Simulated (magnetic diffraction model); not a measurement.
**Which magnetic order? CeSbS2O**

Space group P4/nmm (no. 129, origin choice 1), a = 3.9860 Å, c = 13.4490 Å.

| site | atom | x | y | z |
| --- | --- | --- | --- | --- |
| 2c | Ce | 0 | 1/2 | 0.4048 |
| 2c | Sb | 0 | 1/2 | 0.8786 |
| 2c | S | 0 | 1/2 | 0.1173 |
| 2c | S | 0 | 1/2 | 0.6823 |
| 2b | O | 1/2 | 1/2 | 1/2 |

This is a made-up structure (elements placed in a structure type, unrelaxed), so the numbers test the method and describe no known phase.

Only Ce is taken to order (form factors of Ce3+); orders and moment sizes are assumed, and not adapted to the symmetry. Radiation: neutrons of λ = 1.594 Å, 3° to 60°; isotropic B of 0.51 Å² (Ce), 0.63 Å² (Sb), 0.6 Å² (S) and 0.83 Å² (O). Simulated constant-wavelength pattern: nuclear and magnetic terms add, the magnetic one as |2.695 fm × Σ f S⊥ exp(2πi Q·r) exp(−B s²)|², summed over all Q at one angle with the factor 1/(sin²θ cos θ). For collinear order S is the moment m, which repeats by lattice and centring translations R with the sign exp(−2πi k·R). Free-ion form factors, Sears's scattering lengths of 1992, no absorption; a label names one of the reflections at its angle. The strongest nuclear line in the range is 100, and lines under 0.2 are left out.

Above the ordering temperature:

```csv
2θ (°),index,I
6.79,(0 0 1),69.5
13.61,(0 0 2),28.7
20.48,(0 0 3),17.8
24.07,(1 0 1),3.1
26.88,(1 0 2),20.1
27.42,(0 0 4),7.8
31.04,(1 0 3),7.8
32.85,(1 1 0),28.0
33.59,(1 1 1),22.5
34.47,(0 0 5),12.3
35.71,(1 1 2),12.7
36.13,(1 0 4),16.1
39.02,(1 1 3),6.6
41.66,(0 0 6),0.4
41.89,(1 0 5),5.9
43.31,(1 1 4),100.0
47.14,(2 0 0),62.9
47.69,(2 0 1),5.9
48.15,(1 0 6),10.6
48.36,(1 1 5),0.4
49.30,(2 0 2),9.2
51.91,(2 0 3),11.6
```
(The table stops after 22 lines; 8 more lie at higher angle.)

Below it (cell unchanged):

```
2θ (°)      I
  6.79   71.5
 13.61   28.8
 20.48   17.8
 24.07    6.0
 26.88   25.2
 27.42    7.9
 31.04   10.9
 32.85   30.4
 33.59   25.5
 34.47   12.4
 35.71   13.1
 36.13   16.9
 39.02    6.7
 41.66    0.4
 41.89    5.9
 43.31  100.8
 47.14   63.8
 47.69    7.2
 48.15   10.7
 48.36    1.4
 49.30    9.4
 51.91   11.7
 53.62    2.2
 54.04   18.2
 54.84    5.5
 55.10   12.4
 55.40    9.0
 56.60    6.1
 57.52    6.8
 59.70   18.1
```

**Question.** Find the propagation vector, then choose among these models:
A. collinear moments along [001], 1.3 μB on Ce; signs + at (0, 1/2, 0.4048), + at (1/2, 0, 0.5952)
B. collinear moments along [101], 1.3 μB on Ce; signs + at (0, 1/2, 0.4048), + at (1/2, 0, 0.5952)
C. collinear moments along [110], 1.3 μB on Ce; signs + at (0, 1/2, 0.4048), + at (1/2, 0, 0.5952)

No line moves, and magnetic intensity falls on nuclear lines such as the one at 26.88°, so the magnetic cell equals the chemical primitive cell: k = 0.

Magnetic intensity, observed (below minus above) and for each model:

| 2θ (°) | index | observed | A | B | C |
| --- | --- | --- | --- | --- | --- |
| 6.79 | (0 0 1) | 2.0 | <0.2 | 2.0 | 24.6 |
| 13.61 | (0 0 2) | 0.1 | <0.2 | 0.1 | 1.2 |
| 24.07 | (1 0 1) | 2.9 | 3.0 | 2.9 | 1.8 |
| 27.42 | (0 0 4) | 0.1 | <0.2 | 0.1 | 1.0 |
| 32.85 | (1 1 0) | 2.4 | 2.5 | 2.4 | 1.3 |
| 33.59 | (1 1 1) | 3.0 | 3.1 | 3.0 | 1.7 |
| 34.47 | (0 0 5) | 0.1 | <0.2 | 0.1 | 1.1 |
| 55.10 | (2 1 2) | 2.0 | 2.1 | 2.0 | 1.2 |

Model B matches.

The structure used: k = (0 0 0), collinear moments along [101], 1.3 μB on Ce; signs + at (0, 1/2, 0.4048), + at (1/2, 0, 0.5952).

[Logs are printed without paths, hosts, clocks, repeated set-up lines and the standing remarks that a program may print on its own settings, such as how far it seeks lower states.]
